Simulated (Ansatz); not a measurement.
**MoS3 (Pm-3m): the Drude term of Re ε in the infrared**

Re ε of MoS3 (Pm-3m) at low photon energies is read from one computed spectrum; the carriers' damping was typed as γ = 0.1 eV.

Symmetry: Pm-3m, No. 221, cubic system. Conventional cell: a = 4.686 Å, b = 4.686 Å, c = 4.686 Å, α = 90.00°, β = 90.00°, γ = 90.00°. Mo on site a is surrounded by 6 S at 2.34 Å. S on site d is surrounded by 2 Mo at 2.34 Å.

Method: Ansatz 0.2.0, PBE, independent particles, k-mesh 10×10×10 with interpolation inside its cells, Gaussian parameter 0.15 eV.

Launch of the response step: `ansatz run input.yaml --threads 4 --pin off --max-ram 8192MiB --backend cpu --events-out ev --progress --plain --runs-dir out`. The run took 32 s, on 4 threads of Arm Neoverse V1, on a shared host.

| photon energy E (eV) | wavelength (µm) | Re ε |
| --- | --- | --- |
| 0.25 | 4.96 | -273.2 |
| 0.30 | 4.13 | ? |
| 0.35 | 3.54 | -149.0 |
| 0.40 | 3.10 | -113.5 |
| 0.50 | 2.48 | -65.5 |
| 0.60 | 2.07 | -35.0 |
| 0.70 | 1.77 | -13.8 |

A Drude term over a constant background gives Re ε = ε_b − ωp²/(E² + γ²), linear in 1/(E² + γ²).

Working, on the rows shown:

| x = 1/(E² + γ²) (eV⁻²) | y = Re ε |
| --- | --- |
| 13.7931 | -273.2 |
| 7.54717 | -149 |
| 5.88235 | -113.5 |
| 3.84615 | -65.5 |
| 2.7027 | -35 |
| 2 | -13.8 |

Means: x̄ = 5.9619, ȳ = -108.33. Σ(x − x̄)(y − ȳ) = -2059, Σ(x − x̄)² = 94.64. Slope = -2059 / 94.64 = -21.76; intercept = ȳ − slope · x̄ = 21.392. The line misses the rows shown by at most 8.3.

Q: What does the fit predict for the withheld row, and how well does it do?

A: At x = 10 the line gives y = -196.2. The run gave -198.5, so the interpolation is off by 2.3, 0.9 % of the range in the table.

Refitted with all rows, the slope is -21.83 and the intercept 21.543. These give ωp = √(−slope) = 4.67 eV, against 4.65 eV from the program's Fermi-surface sum, and an intercept of 21.5. Taking the program's Drude term off the rows leaves 25 at the lowest energy and 29 at the highest, so the background isn't constant: interband transitions lie in or near the window, and neither fitted number can be trusted. The structure is a model and need not exist. The values come from a sum over the points of one k-mesh and carry its error, which is largest for Fermi-surface quantities. Spin-orbit coupling is left out.
